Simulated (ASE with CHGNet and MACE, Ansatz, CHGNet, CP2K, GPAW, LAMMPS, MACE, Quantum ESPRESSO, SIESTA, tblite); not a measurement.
## Glassy 85GeO2-7MgO-7K2O (mol %) (79 atoms) in machine-learned potentials

Aim: run glassy 85GeO2-7MgO-7K2O (mol %) (79 atoms) in machine-learned potentials and see how near its forces come to a plane-wave reference, and at what cost.

Main program and level: ASE with CHGNet and MACE; the method is named at each step.

## Step 1: Starting point

The cell holds 79 atoms: 23 Ge, 2 Mg, 4 K and 50 O. Cell: a = 10.745 Å, b = 10.745 Å, c = 10.745 Å, α = 90.0°, β = 90.0°, γ = 90.0°. 79 atoms (23 Ge, 2 Mg, 4 K, 50 O) placed at random at 3.57 g/cm³, melted at 4000 K for 10 ps at fixed volume with the Morse and Coulomb pair potential with partial charges (Pedone, Malavasi, Menziani, Cormack and Segre, J. Phys. Chem. B 110, 11780 (2006)). Quenched from 4000 K to 300 K at 20 K/ps and fixed volume, held 10 ps at zero pressure.

The yardstick, on the same geometry:

```
method                                           : Kohn-Sham DFT, PBE, SSSP efficiency 1.3.0 pseudopotentials, plane waves (Quantum ESPRESSO 7.5); sssp-pbe-1.3.0-efficiency, cutoffs 60/480 Ry, Γ point
r.m.s. force component                           : 1.183 eV/Å
longest force                                    : 4.892 eV/Å
pressure                                         : 4.448 GPa
gap (highest filled to lowest empty level) : 1.025 eV
time                                             : 4.2 min on 4 MPI ranks of Arm Neoverse V1, shared host
CPU time                                         : 17 min
```

## Step 2: CHGNet r2SCAN potential

Method: machine-learned interatomic potential CHGNet r2SCAN, trained on r2SCAN plane-wave data.

run.py

```python
import numpy as np
from ase.io import read
import mlip  # loads the published weights by name

atoms = read("structure.xyz")
atoms.calc = mlip.calc("chgnet-r2scan")
energy = atoms.get_potential_energy()
forces = atoms.get_forces()
print(f"energy {energy:.6f} eV")
print("forces (eV/A)")
for i, (a, f) in enumerate(zip(atoms, forces)):
    print(f"{i:4d} {a.symbol:2s} {f[0]:10.5f} {f[1]:10.5f} {f[2]:10.5f}")
stress = -atoms.get_stress(voigt=False) * 160.21766
print("stress (GPa, compression positive)")
for row in stress:
    print(" ".join(f"{x:10.4f}" for x in row))
```

structure.xyz

```xyz
79
Lattice="10.74457 0.00000 0.00000 0.00000 10.74457 0.00000 0.00000 0.00000 10.74457" Properties=species:S:1:pos:R:3 pbc="T T T"
Ge 8.99675 6.76865 1.54990
Ge 1.76963 3.26345 10.42213
Ge 9.82924 10.28954 4.39539
Ge 2.09487 9.92766 2.66025
Ge 8.92498 3.77951 2.21951
Ge 1.32212 6.83376 3.23089
Ge 2.91328 10.15770 7.45028
Ge 5.50745 2.73600 5.79068
Ge 2.33308 2.47587 5.94390
Ge 5.20252 0.13882 3.44396
Ge 5.17953 7.15803 10.28986
Ge 8.01899 4.93380 5.24561
Ge 6.83892 4.69753 9.19563
Ge 7.45920 1.71698 8.46855
Ge 1.35371 7.17544 6.62209
Ge 1.66186 3.56623 2.83345
Ge 7.87663 0.57365 1.74567
Ge 5.93165 7.73835 2.75781
Ge 6.15922 9.46339 7.94819
Ge 8.78712 7.95335 6.74297
Ge 10.01276 2.34017 6.59835
Ge 9.12816 9.31382 9.98944
Ge 1.33104 0.08349 10.23603
Mg 10.26934 5.35961 8.79959
Mg 3.60835 5.06993 8.34993
K 5.28579 6.56762 6.11280
K 4.85246 1.42387 10.15083
K 1.49736 7.51024 10.53086
K 5.17276 4.23669 2.00085
O 6.38066 2.12334 7.14858
O 9.56836 9.04188 5.56569
O 9.06509 1.80143 7.98601
O 3.16095 3.51380 9.47811
O 0.65381 10.01329 3.69259
O 3.92069 3.11700 6.11688
O 8.81656 5.11119 1.14430
O 5.26742 7.90725 1.11239
O 3.70451 6.63252 9.69998
O 6.81711 0.12679 8.73405
O 8.27224 6.48198 5.88330
O 6.96893 2.94186 9.59103
O 2.34275 5.93014 7.08561
O 5.57525 5.01428 8.13471
O 8.27955 2.27323 1.78940
O 0.71946 4.68055 10.06433
O 5.51723 1.49102 4.53775
O 2.08241 8.70761 7.06574
O 1.17535 7.07616 4.89619
O 3.53292 0.00849 3.11163
O 10.54128 7.09367 7.34262
O 2.34780 3.21413 1.32029
O 9.22131 7.83859 0.21511
O 9.88844 1.00172 5.43546
O 1.04007 1.74589 10.25999
O 2.21080 8.16813 2.58482
O 8.75876 8.77316 8.40193
[... 19 atom lines left out ...]
O 1.84345 5.23185 2.99376
O 5.83860 8.28277 9.14621
O 6.30201 5.75082 10.48058
O 6.48284 4.07542 5.39861
```

Launch:

```bash
> OMP_NUM_THREADS=1 python run.py > output.txt
```

The program printed:

```text
CHGNet vr2scan initialized with 412,525 parameters
CHGNet will run on cpu
energy -789.235718 eV
forces (eV/A)
   0 Ge   -1.00328    0.80334    0.80318
   1 Ge   -0.68417    3.03704   -1.08894
   2 Ge    0.29890    0.82615    0.86182
   3 Ge   -0.97517   -1.07826    1.65368
   4 Ge    2.15607   -0.14158    0.16220
   5 Ge   -1.56822    0.19349    0.11195
   6 Ge    0.02946    0.03612   -1.08618
   7 Ge    2.42072   -1.34090    0.16408
   8 Ge   -0.69104   -0.77548    0.04488
   9 Ge    0.77684    0.22317    0.23211
  10 Ge    1.13837   -0.62439    0.37699
  11 Ge    0.85132   -2.49878   -0.17309
  12 Ge    0.96093    0.23381   -0.38548
  13 Ge   -1.15881    0.58286   -0.96292
  14 Ge    0.20881    0.43855   -0.80282
  15 Ge   -3.21972    0.28780   -0.49097
  16 Ge    0.89271   -0.08588    0.52290
  17 Ge   -0.23160   -1.24305   -0.96827
  18 Ge    0.49958   -0.50643    0.02947
  19 Ge    0.28102    0.95553    0.16989
  20 Ge   -2.30181   -0.29832   -1.51472
  21 Ge   -0.43010   -1.12101    0.38405
  22 Ge   -0.69104    0.53254    0.82802
  23 Mg   -0.40392    0.30964   -0.65599
[...]
71 O     0.45363   -0.96053    0.92964
  72 O     1.24659    0.62268    0.31834
  73 O     0.34127    0.22484    0.09397
  74 O     1.00689   -0.54190    0.00378
  75 O     1.21675    0.88969   -0.01489
  76 O     0.34234    0.23663    0.13739
  77 O    -0.08078    0.47030    1.31103
  78 O     0.07683    1.41404   -0.63691
stress (GPa, compression positive)
    1.2135     0.6620    -0.3368
    0.6620     0.1809    -0.1526
   -0.3368    -0.1526     1.5655
```

The job ended after 4.9 s (1 thread of Arm Neoverse V1, shared host; peak memory 0.97 GiB).

Banners, paths, timers and routine set-up lines are dropped from the logs unmarked, and long logs keep their key lines alone; longer cuts are marked.

Numbers from this run, and their distance from the reference:

```yaml
r_m_s_force_component: 0.7873 eV/Å
r_m_s_difference_of_force_components: 434.3 meV/Å
longest_difference_of_force_vectors: 1632 meV/Å
force_difference_over_r_m_s_force: 36.73 %
slope_of_forces_against_the_reference_s: 0.6541
correlation_of_force_components: 0.9826
pressure: 0.9866 GPa
pressure_difference: -3.462 GPa
```

Length of the force difference by element (eV/Å):

| element | atoms | mean | most |
| --- | --- | --- | --- |
| Ge | 23 | 0.84 | 1.6 |
| K | 4 | 0.21 | 0.25 |
| Mg | 2 | 0.52 | 0.62 |
| O | 50 | 0.65 | 1.2 |

A closer look about Ge20, which has 5 bonded neighbours where the commonest count for Ge is 4: 9 atoms, nearest first, numbered in the order of the input, with positions taken from that point.

| atom | x | y | z | distance (Å) | bonds | Fx | Fy | Fz (eV/Å) |
| --- | --- | --- | --- | --- | --- | --- | --- | --- |
| Ge20 | 0.00 | 0.00 | 0.00 | 0.00 | 5 | 0.28 | 0.96 | 0.17 |
| O40 | -0.51 | -1.47 | -0.86 | 1.78 | 3 | -0.29 | 0.76 | 0.22 |
| O31 | 0.78 | 1.09 | -1.18 | 1.78 | 2 | -0.21 | -0.56 | 0.14 |
| O56 | -0.03 | 0.82 | 1.66 | 1.85 | 2 | -0.23 | -0.09 | -0.19 |
| O58 | -1.79 | 0.78 | -0.11 | 1.96 | 3 | 0.81 | -0.62 | -0.59 |
| O50 | 1.75 | -0.86 | 0.60 | 2.04 | 3 | -1.84 | -0.31 | 0.83 |
| Ge19 | -2.63 | 1.51 | 1.21 | 3.26 | 4 | 0.50 | -0.51 | 0.03 |
| Ge15 | 3.31 | -0.78 | -0.12 | 3.40 | 4 | 0.21 | 0.44 | -0.80 |
| Ge12 | -0.77 | -3.02 | -1.50 | 3.46 | 4 | 0.85 | -2.50 | -0.17 |

Atoms are counted from 1 here, from 0 in the log.

Forces lie 37 % from the reference's, at 0.0041 times its CPU time (on 1 against 4 cores).

## Step 3: MACE MP-0b2 small potential

Method: machine-learned interatomic potential MACE MP-0b2 small, trained on PBE(+U) plane-wave data.

Edit run.py of step 2 so:

```diff
@@ -5,3 +5,3 @@
 atoms = read("structure.xyz")
-atoms.calc = mlip.calc("chgnet-r2scan")
+atoms.calc = mlip.calc("mace-mp-0b2-small")
 energy = atoms.get_potential_energy()
```

structure.xyz is that of step 2.

The program printed:

```text
energy -482.894461 eV
forces (eV/A)
   0 Ge   -1.64511    1.29840    1.17719
   1 Ge   -0.66409    3.56632   -1.45581
   2 Ge    0.12360    1.22112    1.14230
   3 Ge   -1.52957   -1.30594    2.33951
   4 Ge    3.20952   -0.86220    0.27339
   5 Ge   -2.14398    0.18935    0.30229
   6 Ge   -0.20224    0.17502   -1.55132
   7 Ge    3.07591   -1.95503    0.61420
   8 Ge   -0.82445   -1.04533    0.14692
   9 Ge    1.40025    0.11342    0.40908
  10 Ge    1.11537   -0.52705    0.42889
  11 Ge    1.35858   -3.38697   -0.23067
  12 Ge    1.27424    0.28150   -0.52054
  13 Ge   -1.55848    0.69270   -1.94652
  14 Ge    0.33285    0.63471   -1.43053
  15 Ge   -4.45952    0.30536   -0.79338
  16 Ge    1.35335   -0.30751    0.92205
  17 Ge   -0.59866   -1.55867   -1.21085
  18 Ge    0.63278   -0.76696   -0.04502
  19 Ge    0.23797    1.65463    0.22294
  20 Ge   -3.29773   -0.58691   -2.28038
  21 Ge   -0.84538   -1.30112    0.75808
  22 Ge   -1.08556    0.93284    0.94836
  23 Mg   -0.95690    0.32767   -0.83280
[...]
71 O     0.63697   -1.29332    0.97265
  72 O     1.84551    1.08699    0.67417
  73 O     0.73484    0.45793   -0.15405
  74 O     1.19461   -0.91961   -0.04248
  75 O     1.96697    1.50524   -0.05412
  76 O     0.52592    0.23874    0.25693
  77 O     0.14382    0.14313    1.89861
  78 O    -0.33520    1.98848   -0.90865
stress (GPa, compression positive)
    5.2802     0.5746    -0.4785
    0.5746     3.3931    -0.3830
   -0.4785    -0.3830     5.3003
```

It took 7.2 s on 1 thread; peak memory 0.67 GiB.

Numbers from this run, and their distance from the reference:

| Property | Result |
| --- | --- |
| r.m.s. force component | 1.13 eV/Å |
| r.m.s. difference of force components | 147.2 meV/Å |
| longest difference of force vectors | 805.1 meV/Å |
| force difference over r.m.s. force | 12.45 % |
| slope of forces against the reference's | 0.9486 |
| correlation of force components | 0.9929 |
| pressure | 4.658 GPa |
| pressure difference | 0.2096 GPa |

Against the first run (37 %), the force difference from the reference is 12 %, at 1.6 times the CPU time.

## Step 4: MACE MPA-0 medium potential

Method: machine-learned interatomic potential MACE MPA-0 medium, trained on PBE(+U) plane-wave data.

Edit run.py of step 3 so:

```diff
@@ -5,3 +5,3 @@
 atoms = read("structure.xyz")
-atoms.calc = mlip.calc("mace-mp-0b2-small")
+atoms.calc = mlip.calc("mace-mpa-0-medium")
 energy = atoms.get_potential_energy()
```

structure.xyz is that of step 3.

The program printed:

```text
energy -482.729447 eV
forces (eV/A)
   0 Ge   -1.58971    1.15285    1.25316
   1 Ge   -0.73664    3.88950   -1.80488
   2 Ge    0.09905    1.10478    1.16412
   3 Ge   -1.38637   -1.38462    2.12949
   4 Ge    3.22974   -0.60091    0.09938
   5 Ge   -2.15157    0.23033    0.34866
   6 Ge   -0.17262    0.11225   -1.42516
   7 Ge    2.96228   -1.63476    0.74421
   8 Ge   -0.81043   -1.10403    0.20345
   9 Ge    1.36902    0.15317    0.54622
  10 Ge    0.91973   -0.90635    0.49804
  11 Ge    1.19416   -3.01970   -0.23014
  12 Ge    1.21948    0.52402   -0.75463
  13 Ge   -1.42997    0.86165   -1.75460
  14 Ge    0.29744    0.43895   -1.30815
  15 Ge   -4.50478    0.31750   -0.84693
  16 Ge    1.27156   -0.22080    0.90048
  17 Ge   -0.53384   -1.99040   -1.30960
  18 Ge    0.76432   -0.88601   -0.21637
  19 Ge    0.13422    1.40302    0.31905
  20 Ge   -3.10132   -0.37554   -2.18548
  21 Ge   -0.84696   -1.38545    0.48029
  22 Ge   -1.04513    0.93403    0.80323
  23 Mg   -0.70619    0.32701   -0.87119
[...]
71 O     0.65923   -1.26040    0.84232
  72 O     1.74925    0.95231    0.68707
  73 O     0.43421    0.41895   -0.19766
  74 O     1.24264   -0.87227    0.01878
  75 O     1.86316    1.46208   -0.01272
  76 O     0.56761    0.28043    0.22108
  77 O     0.16240    0.26305    2.03355
  78 O    -0.32127    1.75338   -1.00591
stress (GPa, compression positive)
    5.2553     0.6283    -0.3881
    0.6283     3.4856    -0.2932
   -0.3881    -0.2932     5.8348
```

The job ended after 8 s (1 thread; peak memory 0.97 GiB).

Against the reference:

```yaml
r_m_s_force_component: 1.102 eV/Å
r_m_s_difference_of_force_components: 119.8 meV/Å
longest_difference_of_force_vectors: 420.8 meV/Å
force_difference_over_r_m_s_force: 10.13 %
slope_of_forces_against_the_reference_s: 0.9293
correlation_of_force_components: 0.997
pressure: 4.859 GPa
pressure_difference: 0.4103 GPa
```

Against the first run (37 %), the force difference from the reference is 10 %, at 1.9 times the CPU time.

## Step 5: Side by side

Differences are against the plane-wave reference, forces as r.m.s. over components; share is that over the reference's r.m.s. force, slope the least-squares factor from reference forces to these. Total energies of different programs have different zeros and aren't compared.

| run | Δ force, r.m.s. (meV/Å) | share (%) | slope | Δ pressure (GPa) | cores | CPU time | memory (GiB) |
| --- | --- | --- | --- | --- | --- | --- | --- |
| reference | - | - | - | - | 4 | 17 min | 4 |
| CHGNet r2SCAN potential | 434 | 36.7 | 0.654 | -3.46 | 1 | 4.2 s | 0.97 |
| MACE MP-0b2 small potential | 147 | 12.5 | 0.949 | 0.210 | 1 | 6.8 s | 0.67 |
| MACE MPA-0 medium potential | 120 | 10.1 | 0.929 | 0.410 | 1 | 8 s | 0.97 |

Times of the machine-learned potentials are mostly Python's start and the loading of weights.

CPU time is summed over cores on a shared host, where runs went side by side, so it is rough. Symmetry, cutoffs, thresholds, outputs and thread counts weren't matched or tuned between programs; memory under MPI is the largest rank's times the ranks.

## Step 6: Summary of results

| Quantity | Value |
| --- | --- |
| nearest in forces | MACE MPA-0 medium potential, 10 % |
| its CPU time | 8 s |

In words: Machine-learned potentials differ by 10 % (MACE MPA-0 medium potential) to 37 % (CHGNet r2SCAN potential); they were trained on other programs' data, some at another functional. The reference's pressure holds the uncorrected Pulay stress of its 60 Ry basis, so small pressure differences, and their order, may be the reference's own error. Machine-learned potentials mimic data converged in k, so the reference's own k-point error enters their differences. The quench rate of 20 K/ps is many orders above laboratory rates, so the cell is likely richer in defects and strain than a real sample. The network of bonds at the start is that of the classical potential that made the cell, and needn't be the one that DFT or experiment would give. The electronic-structure runs sample only Γ, in a cell whose shortest periodic width is 11 Å.

[Also dropped from logs without a mark: logging warnings of Python, and SIESTA's first energy breakdown and zero terms.]

[Logs are printed without paths, hosts, clocks, repeated set-up lines and the standing remarks that a program may print on its own settings, such as how far it seeks lower states.]

[Hosts, paths, dates, database ids (printed as entryN), source tags and the programs' standing remarks are cut or masked in the printed files.]
